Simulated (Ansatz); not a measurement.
## MgPbS3 (model cell, started as cubic perovskite with Pb in the octahedra): a soft mode frozen in

Aim: this structure of MgPbS3 (model cell, started as cubic perovskite with Pb in the octahedra) is to be tested for unstable modes, and one is followed downhill.

Program: Ansatz 0.2.0. Level of theory: DFT PBEsol, scalar-relativistic, plane waves, PAW; PAW set soft_1. Results are calculated unless marked as measured.

This is a report of a sequence of runs, with most program output left out.

The structure was built from a prototype and need not be the compound's stable phase.

### Step 1. Starting point

The structure is cubic, space group Pm-3m (No. 221). Conventional cell: a = 5.069 Å, b = 5.069 Å, c = 5.069 Å, α = 90.00°, β = 90.00°, γ = 90.00°. Mg has 12 S at 3.58 Å nearest. Pb has 6 S at 2.53 Å nearest. Nearest to S lie 2 Pb at 2.53 Å. Farther neighbours and most contacts between anions are not listed.

### Step 2. Phonons on a q mesh

The cell comes from relaxations at this level that are not shown. Stability and thermal properties need the whole zone. Linear response on a 2×2×2 q mesh gives force constants as far as a supercell of that size would.

Input file input.yaml:

```yaml
crystal:
  lattice:
    - [5.0694638885, 0.0, 0.0]
    - [0.0, 5.0694638885, 0.0]
    - [0.0, 0.0, 5.0694638885]
  atoms:
    - { symbol: Mg, position: [0.0, 0.0, 0.0] }
    - { symbol: Pb, position: [0.5, 0.5, 0.5] }
    - { symbol: S, position: [0.5, 0.5, 0.0] }
    - { symbol: S, position: [0.5, 0.0, 0.5] }
    - { symbol: S, position: [0.0, 0.5, 0.5] }
kpoints:
  mp_grid: { grid: [8, 8, 8] }
hamiltonian:
  xc: pbesol
  pseudopotentials: { kind: paw, azcp: { folder: soft_1 }, xc_functional: pbe }
scf:
  occupations: { method: methfessel_paxton, width: 0.2 }
output:
  eigenvalues: true
phonons:
  method: dfpt
  qmesh: [2, 2, 2]
  temperatures: { t_max: 1000, t_step: 50 }
  qpath:
    path:
      - [[0.0, 0.0, 0.0], [0.0, 0.5, 0.0], [0.5, 0.5, 0.0], [0.0, 0.0, 0.0], [0.5, 0.5, 0.5], [0.0, 0.5, 0.0]]
      - [[0.5, 0.5, 0.5], [0.5, 0.5, 0.0]]
    npoints: 10
```

Launch:

```
$ ansatz run input.yaml --threads 8 --pin off --max-ram 16384MiB --backend cpu --events-out ev --progress --plain --runs-dir out
```

It took 2.2 min on 8 threads of Arm Neoverse V1, shared host; peak memory 1.4 GiB; 16 min of CPU time.

Numbers from this step:

| Property | Result |
| --- | --- |
| volume per atom | 26.06 Å³ |
| gap on the k-mesh | 0 eV |
| sum-rule residual before enforcement | 3.22e-5 eV/Å² |
| lowest frequency on the path | -204.4 cm⁻¹ |
| point group | m-3m |
| highest frequency on the path or at a solved wavevector | 374.2 cm⁻¹ |
| highest optical mode at the zone centre (no LO-TO term) | 358.1 cm⁻¹ |
| lowest optical zone-centre mode | -199.2 cm⁻¹ |
| lowest mode on the q mesh (acoustic modes at Γ apart) | -204.4 cm⁻¹ |

Frequencies (cm⁻¹) solved at each irreducible wavevector; negative means imaginary. Frequencies by wavevector, by row:

```tsv
q in reciprocal lattice units	star	mode 1	mode 2	mode 3	mode 4	mode 13	mode 14	mode 15
0 0 0	1	-199.2	-199.2	-199.2	-191.1	358.1	358.1	358.1
0 0 -0.5	3	-201.2	-191.4	-191.4	-137.7	329.6	359.7	359.7
0 -0.5 -0.5	3	-204.4	-204.4	-185.6	-141.8	312.1	348.9	360.8
-0.5 -0.5 -0.5	1	-200.1	-200.1	-200.1	-190.9	310.8	310.8	374.2
```

Interpolated from a 2×2×2 q mesh. Phonon branches along the path, in cm⁻¹:

```tsv
point	branch 1	branch 2	branch 3	branch 4	branch 12	branch 13	branch 14	branch 15
Γ	-199	-199	-199	-191	3	358	358	358
halfway	-196	-195	-195	-177	90	345	359	359
X	-201	-191	-191	-138	132	330	360	360
halfway	-203	-190	-183	-177	133	324	353	360
M	-204	-204	-186	-142	134	312	349	361
halfway	-199	-190	-186	-184	94	337	354	360
Γ	-199	-199	-199	-191	3	358	358	358
halfway	-196	-196	-188	-169	97	337	337	364
R	-200	-200	-200	-191	134	311	311	374
halfway	-197	-190	-188	-186	133	321	337	367
X	-201	-191	-191	-138	132	330	360	360
jump to R	-200	-200	-200	-191	134	311	311	374
halfway	-201	-201	-188	-179	134	312	329	370
M	-204	-204	-186	-142	134	312	349	361
```

Symmetry leaves 4 wavevectors to solve. The lowest mode among them, the acoustic zeros apart, lies at q = (0, -0.5, -0.5) and is imaginary, 204.4i cm⁻¹, so the energy falls along it.

### Step 3. The mode frozen in, largest atomic shift 0 Å

The mode followed lies at q = (0, -0.5, -0.5) with frequency 204.4i cm⁻¹ and is 2-fold degenerate, the softest among the wavevectors solved. At small amplitude the distorted cell has space group no. 10 by a symmetry search on the positions. The undistorted cell that holds it gives the zero of energy on the same k mesh.

System of this step: MgPbS3 (model cell, started as cubic perovskite with Pb in the octahedra). Symmetry: Pm-3m, No. 221, cubic system. The conventional cell has a = 5.069 Å, b = 5.069 Å, c = 5.069 Å, α = 90.00°, β = 90.00°, γ = 90.00°. Mg has 12 S at 3.58 Å nearest. Nearest to Pb lie 6 S at 2.53 Å. Nearest to S lie 2 Pb at 2.53 Å. S has 2 Pb at 2.53 Å nearest. Farther neighbours and most contacts between anions are not listed.

Input file input.yaml:

```yaml
crystal:
  lattice:
    - [-5.0694638885, 0.0, 0.0]
    - [0.0, -5.0694638885, -5.0694638885]
    - [0.0, -5.0694638885, 5.0694638885]
  atoms:
    - { symbol: Mg, position: [1.0, 0.5, 0.5] }
    - { symbol: Mg, position: [1.0, 0.0, 0.0] }
    - { symbol: Pb, position: [0.5, 0.0, 0.5] }
    - { symbol: Pb, position: [0.5, 0.5, 0.0] }
    - { symbol: S, position: [0.5, 0.25, 0.25] }
    - { symbol: S, position: [0.5, 0.75, 0.75] }
    - { symbol: S, position: [0.5, 0.75, 0.25] }
    - { symbol: S, position: [0.5, 0.25, 0.75] }
    - { symbol: S, position: [1.0, 0.0, 0.5] }
    - { symbol: S, position: [1.0, 0.5, 0.0] }
kpoints:
  mp_grid: { grid: [8, 6, 6] }
hamiltonian:
  xc: pbesol
  pseudopotentials: { kind: paw, azcp: { folder: soft_1 }, xc_functional: pbe }
scf:
  occupations: { method: methfessel_paxton, width: 0.2 }
output:
  forces: true
  stress: true
  eigenvalues: true
```

Run time: 5.5 s. Hardware: 8 threads; peak memory 1.1 GiB.

This step gave:

```
pressure                         : 0.1149 GPa
energy from the undistorted cell : 0 meV/atom
```

The run ends at a pressure of 0.11 GPa.

### Step 4. The mode frozen in, largest atomic shift 0.6 Å

The atoms are moved along the unstable eigenvector, the largest shift by 0.6 Å, with the cell fixed.

input.yaml, the sections that differ from step 3:

```yaml
crystal:
  lattice:
    - [-5.0694638885, 0.0, 0.0]
    - [0.0, -5.0694638885, -5.0694638885]
    - [0.0, -5.0694638885, 5.0694638885]
  atoms:
    - { symbol: Mg, position: [1.0, 0.4333731594, 0.4493551463] }
    - { symbol: Mg, position: [1.0, 0.0666268406, 0.0506448537] }
    - { symbol: Pb, position: [0.5, -0.0024339666, 0.5018501235] }
    - { symbol: Pb, position: [0.5, 0.5024339666, -0.0018501235] }
    - { symbol: S, position: [0.5, 0.25, 0.25] }
    - { symbol: S, position: [0.5, 0.75, 0.75] }
    - { symbol: S, position: [0.5, 0.75, 0.25] }
    - { symbol: S, position: [0.5, 0.25, 0.75] }
    - { symbol: S, position: [1.0, 0.0635066285, 0.4517269035] }
    - { symbol: S, position: [1.0, 0.4364933715, 0.0482730965] }
# kpoints, hamiltonian, scf, output: as in step 3
```

The job ended after 13 s (8 threads; peak memory 1.4 GiB).

This step gave:

- pressure: 0.7098 GPa
- energy from the undistorted cell: -215.1 meV/atom

The energy, extrapolated to zero smearing, is -215.07 meV/atom against the undistorted cell.

The run ends at a pressure of 0.71 GPa, with forces up to 1.2 eV/Å.

### Step 5. Energy along the mode, all amplitudes (two of the runs are shown above)

An imaginary frequency means negative curvature, so the energy should fall and then rise again as anharmonic terms take over.

Numbers from this step:

| Property | Result |
| --- | --- |
| depth at the lowest point sampled | 215.1 meV/atom |
| largest atomic shift at that point | 0.6 Å |

Table of energy from the parent by largest atomic shift:

```tsv
largest atomic shift (Å)	energy from the parent (meV/atom)
0.000	0
0.040	-1.25
0.080	-4.97
0.140	-15.1
0.220	-36.6
0.320	-74.8
0.450	-138
0.600	-215
```

Displacement at unit largest shift by atom:

```tsv
atom	x (Å)	y (Å)	z (Å)	size
Mg1	0.00	0.99	0.14	1.00
Mg2	0.00	-0.99	-0.14	1.00
Pb3	0.00	0.01	0.04	0.04
Pb4	0.00	-0.01	-0.04	0.04
S5	0.00	0.00	0.00	0.00
S6	0.00	0.00	0.00	0.00
S7	0.00	0.00	0.00	0.00
S8	0.00	0.00	0.00	0.00
S9	0.00	-0.13	-0.94	0.95
S10	0.00	0.13	0.94	0.95
```

The lowest of the steps tried is the last one, at 0.6 Å, 215 meV/atom below the parent; the bottom of the well need not coincide with a step.

### Step 6. Relaxation from the frozen mode

Starting from the lowest point found, all atoms and the cell are let go, so that strain and other modes of the same symmetry can join in.

input.yaml, as its differences from that of step 4:

```diff
@@ -27 +27,6 @@
   eigenvalues: true
+relax:
+  adjacent_minimum: "off"
+  f_tol: 0.002
+  max_steps: 120
+  cell: { stress_tol: 0.03 }
```

Wall time 6.2 min (8 threads); peak memory 1.6 GiB; 48 min of CPU time.

Relaxation path (22 of 30):

```tsv
step	energy less that of the first step (eV)	largest force component (eV/Å)	pressure (GPa)	volume (Å³)
1	0.0000	1.2161	0.71	260.57
2	-0.7631	0.8524	-0.03	269.22
4	-1.0395	0.1903	-0.70	281.00
5	-1.0597	0.0642	-0.06	278.07
7	-1.1442	0.1306	0.29	277.19
8	-1.2647	0.1473	0.70	274.22
9	-1.3644	0.2845	0.44	277.53
11	-1.8179	0.1434	0.23	276.18
12	-2.0970	0.2800	0.14	272.41
13	-2.1711	0.3428	0.61	264.67
15	-2.4613	0.4981	0.42	261.92
16	-2.9006	0.9917	0.96	255.66
18	-3.3463	0.1558	0.48	262.46
19	-3.3601	0.0944	-0.30	264.23
20	-3.3639	0.0093	0.03	263.16
22	-3.3641	0.0008	0.00	263.39
23*	-3.9807	0.0071	2.37	263.39
24	-4.2661	0.0420	1.05	271.23
26	-4.3240	0.0233	-0.08	276.58
27	-4.3244	0.0023	0.01	275.98
29	-4.3244	0.0004	0.00	276.01
30*	-4.3266	0.0004	0.01	276.01
```

Relaxation steps marked * repeat the geometry before them on a plane-wave basis chosen anew for their cell, so energy and pressure can jump there. Other such steps can lie between the rows shown. Relaxation step 28 was tried and not accepted.

The run keeps the 4 symmetry operations that it works with, so distortions that break them were not tested.

```tsv
cell as run	before	after	change
a (Å)	5.069	5.582	+10.1 %
b (Å)	7.169	10.411	+45.2 %
c (Å)	7.169	4.749	-33.8 %
volume (Å³/atom)	26.06	27.60	+5.9 %
```

The atoms that moved most (Å, as changes of fractional coordinates times the final cell):

```tsv
atom	dx	dy	dz	length
Mg1	0.000	0.591	0.931	1.102
Mg2	0.000	-0.591	-0.931	1.102
S10	0.000	0.332	0.008	0.332
S9	0.000	-0.332	-0.008	0.332
Pb3	0.000	0.021	0.008	0.022
Pb4	0.000	-0.021	-0.008	0.022
```

Final coordinates:

```cif
data_structure
_symmetry_space_group_name_H-M 'P 1'
_symmetry_Int_Tables_number 1
_cell_length_a 5.5821
_cell_length_b 10.4111
_cell_length_c 4.7493
_cell_angle_alpha 90.002
_cell_angle_beta 90.000
_cell_angle_gamma 90.000
_cell_volume 276.01
loop_
_atom_site_label
_atom_site_type_symbol
_atom_site_fract_x
_atom_site_fract_y
_atom_site_fract_z
_atom_site_occupancy
Mg1 Mg 0.00000 0.33005 0.50001 1
Mg2 Mg 0.00000 0.16995 0.99999 1
Pb3 Pb 0.50000 0.99562 0.49999 1
Pb4 Pb 0.50000 0.50438 0.00001 1
S5 S 0.50000 0.25000 0.25000 1
S6 S 0.50000 0.75000 0.75000 1
S7 S 0.50000 0.75000 0.25000 1
S8 S 0.50000 0.25000 0.75000 1
S9 S 0.00000 0.08655 0.49998 1
S10 S 0.00000 0.41345 0.00002 1
```

This step gave:

- pressure: 0.006374 GPa
- volume per atom: 27.60 Å³

The distorted start has space group P2/m; the relaxation ends in Pmma.

### Step 7. The new phase in its own primitive cell

The relaxed structure is symmetrised, reduced to its primitive cell and relaxed tightly, as its phonons need.

input.yaml, the sections that differ from step 6:

```yaml
crystal:
  lattice:
    - [4.7493444875, 0.0, 0.0]
    - [0.0, 5.5821271465, 0.0]
    - [0.0, 0.0, 10.411079401]
  atoms:
    - { symbol: Mg, position: [0.25, 0.0, 0.080050372] }
    - { symbol: Mg, position: [0.75, 0.0, 0.919949628] }
    - { symbol: Pb, position: [0.25, 0.5, 0.7456230263] }
    - { symbol: Pb, position: [0.75, 0.5, 0.2543769737] }
    - { symbol: S, position: [0.0, 0.5, 0.0] }
    - { symbol: S, position: [0.5, 0.5, 0.5] }
    - { symbol: S, position: [0.0, 0.5, 0.5] }
    - { symbol: S, position: [0.5, 0.5, 0.0] }
    - { symbol: S, position: [0.25, 0.0, 0.8365487926] }
    - { symbol: S, position: [0.75, 0.0, 0.1634512074] }
kpoints:
  mp_grid: { grid: [8, 6, 4] }
relax:
  adjacent_minimum: "off"
  f_tol: 0.001
  max_steps: 60
  cell: { stress_tol: 0.01 }
# hamiltonian, scf, output: as in step 6
```

The job ended after 55 s (8 threads; peak memory 1.3 GiB; 7.1 min of CPU time).

Step by step:

```tsv
step	energy less that of the first step (eV)	largest force component (eV/Å)	pressure (GPa)	volume (Å³)
1	0.0000	0.2092	-0.18	276.01
2	0.0010	0.2900	-0.16	276.45
3	-0.0072	0.0245	-0.04	275.47
4	-0.0074	0.0051	0.00	275.18
5	-0.0074	0.0020	0.00	275.17
6	-0.0074	0.0001	0.00	275.16
7*	-0.0073	0.0001	0.00	275.16
```

Relaxation steps marked * repeat the geometry before them on a plane-wave basis chosen anew for their cell, so energy and pressure can jump there. Relaxation step 2 was tried and not accepted.

The run keeps the 8 symmetry operations that it works with, so distortions that break them were not tested.

```tsv
conventional cell, symmetrised	before	after	change
a (Å)	4.749	4.724	-0.5 %
b (Å)	5.582	5.588	+0.1 %
c (Å)	10.411	10.422	+0.1 %
volume (Å³/atom)	27.60	27.52	-0.3 %
```

The atoms that moved most (Å, as changes of fractional coordinates times the final cell):

```tsv
atom	dx	dy	dz	length
Pb3	0.000	0.000	-0.017	0.017
Pb4	0.000	0.000	0.017	0.017
```

This step gave:

- pressure: 1.72e-4 GPa
- volume per atom: 27.52 Å³

The largest force component left is 0.068 meV/Å and the pressure is 0.000 GPa, within the tolerances set. The cell now holds 27.52 Å³/atom.

### Step 8. Modes of the new phase, k-mesh 8×6×4

A relaxed structure may still be a saddle point, so its zone-centre modes are computed. No field response is asked, since the mesh shows no gap.

input.yaml, the sections that differ from step 7:

```yaml
crystal:
  lattice:
    - [4.7242769889, 0.0, 0.0]
    - [0.0, 5.5884864452, 0.0]
    - [0.0, 0.0, 10.4220326084]
  atoms:
    - { symbol: Mg, position: [0.25, 0.0, 0.0802756712] }
    - { symbol: Mg, position: [0.75, 0.0, 0.9197243288] }
    - { symbol: Pb, position: [0.25, 0.5, 0.7439747813] }
    - { symbol: Pb, position: [0.75, 0.5, 0.2560252187] }
    - { symbol: S, position: [0.0, 0.5, 0.0] }
    - { symbol: S, position: [0.5, 0.5, 0.5] }
    - { symbol: S, position: [0.0, 0.5, 0.5] }
    - { symbol: S, position: [0.5, 0.5, 0.0] }
    - { symbol: S, position: [0.25, 0.0, 0.8362861844] }
    - { symbol: S, position: [0.75, 0.0, 0.1637138156] }
output:
  eigenvalues: true
phonons:
  method: dfpt
# kpoints, hamiltonian, scf: as in step 7
# relax: removed
```

Wall time 3.9 min (8 threads); peak memory 3.3 GiB; 30 min of CPU time.

Numbers from this step:

| Property | Result |
| --- | --- |
| sum-rule residual before enforcement | 1.66e-4 eV/Å² |
| point group | mmm |
| highest optical mode at the zone centre (no LO-TO term) | 339.9 cm⁻¹ |
| lowest optical zone-centre mode | -158.3 cm⁻¹ |

Patterns of degenerate modes are one choice out of their space. Modes at Γ, with each element's share of the kinetic energy (negative means imaginary):

```tsv
mode	frequency (cm⁻¹)	symmetry	Mg %	Pb %	S %
1	-158.3	B3u	7	0	93
2	-154.7	B2u	67	0	33
3	-149.2	B3g	100	0	0
4	-73.3	Au	0	0	100
5	-43.4	B1u	0	10	90
6	-30.0	B2u	4	2	94
7	-11.6	B3u	0	8	92
8	0.0	acoustic	7	63	29
9	0.0	acoustic	7	63	29
10	0.0	acoustic	7	63	29
11	44.8	B3g	0	97	3
12	45.4	B3u	28	23	50
13	55.4	B2g	0	100	0
14	72.8	B2u	20	33	46
15	78.8	Au	0	0	100
16	89.5	B1u	24	23	53
17	122.6	Ag	0	97	3
18	125.8	B1u	11	1	88
19	174.6	B3u	1	6	93
20	174.7	B2g	15	0	85
21	194.4	B1u	0	3	97
22	210.2	B3g	0	3	97
23	219.6	Ag	16	3	80
24	232.9	B2u	0	2	98
25	250.6	B1u	1	0	99
26	264.2	Ag	83	0	17
27	264.4	B3u	9	0	91
28	287.6	B3u	48	0	52
29	306.4	B1u	56	0	44
30	339.9	B2g	85	0	15
```

Displacements in mode 1 (-158.3 cm⁻¹), the largest set to 1:
```
Mg1 -0.41  0.00  0.00
Mg2 -0.41  0.00  0.00
Pb3 -0.03  0.00  0.00
Pb4 -0.03  0.00  0.00
S5   1.00  0.00  0.77
S6  -0.01  0.00  0.13
S7  -0.01  0.00 -0.13
S8   1.00  0.00 -0.77
S9  -0.48  0.00  0.00
S10 -0.48  0.00  0.00
```

Displacements in mode 19 (174.6 cm⁻¹), the largest set to 1:
```
Mg1 -0.16  0.00  0.00
Mg2 -0.16  0.00  0.00
Pb3 -0.15  0.00  0.00
Pb4 -0.15  0.00  0.00
S5   0.76  0.00 -1.00
S6   0.39  0.00 -0.72
S7   0.39  0.00  0.72
S8   0.76  0.00  1.00
S9  -0.06  0.00  0.00
S10 -0.06  0.00  0.00
```

Before it was imposed, the acoustic sum rule was missed by 1.7e-4 eV/Å². Small misses are needed for a sound result but don't prove that mesh and cutoff are converged. The lowest optical mode is imaginary, 158.3i cm⁻¹, so the energy falls along it.

### Step 9. Summary of results

* unstable mode of the parent: q = (0, -0.5, -0.5), 204i cm⁻¹
* depth at the lowest point sampled: 215 meV/atom
* largest atomic shift at that point: 0.6 Å
* space group reached (within 0.01 Å): Pmma
* energy gained over the parent (first relaxation, on the mesh of the frozen mode): 647 meV/atom
* volume per atom, phase reached: 27.5 Å³
* lowest optical zone-centre mode, phase reached: -158 cm⁻¹
* highest optical mode at the zone centre (no LO-TO term), phase reached: 340 cm⁻¹

What this shows: Along this mode the structure falls into Pmma, 647 meV/atom below the parent. At the parent's cell the well is 215.1 meV/atom deep on the steps tried, with its lowest point at a shift of 0.6 Å. That is the last step tried, so the steps alone don't bracket the bottom of the well. Relaxing atoms and cell changes the gain by +432.17 meV/atom against the lowest step (energies at zero smearing). Most of the total comes from this relaxation. The new phase still has an imaginary mode at the zone centre of its cell, so it is a saddle point on the way to a lower structure. Of the 4 patterns followed to their end from this parent, this one ends 23.8 meV/atom above the lowest, P4_2/mmc. Each path keeps the symmetry of its pattern, so a lower phase may lie along a pattern not tried. With no gap, or one that is small against the smearing, the frequencies hang on the k mesh and the smearing, most of all near Kohn anomalies. Spin-orbit coupling is left out, which can matter for the heavy elements here. The PAW files were made for PBE and serve the other functionals too. The starting cell was built on a prototype and not taken from a measurement, so the phase need not exist.

[Logs are printed without paths, hosts, clocks, repeated set-up lines and the standing remarks that a program may print on its own settings, such as how far it seeks lower states.]

[Hosts, paths, dates, database ids (printed as entryN), source tags and the programs' standing remarks are cut or masked in the printed files.]
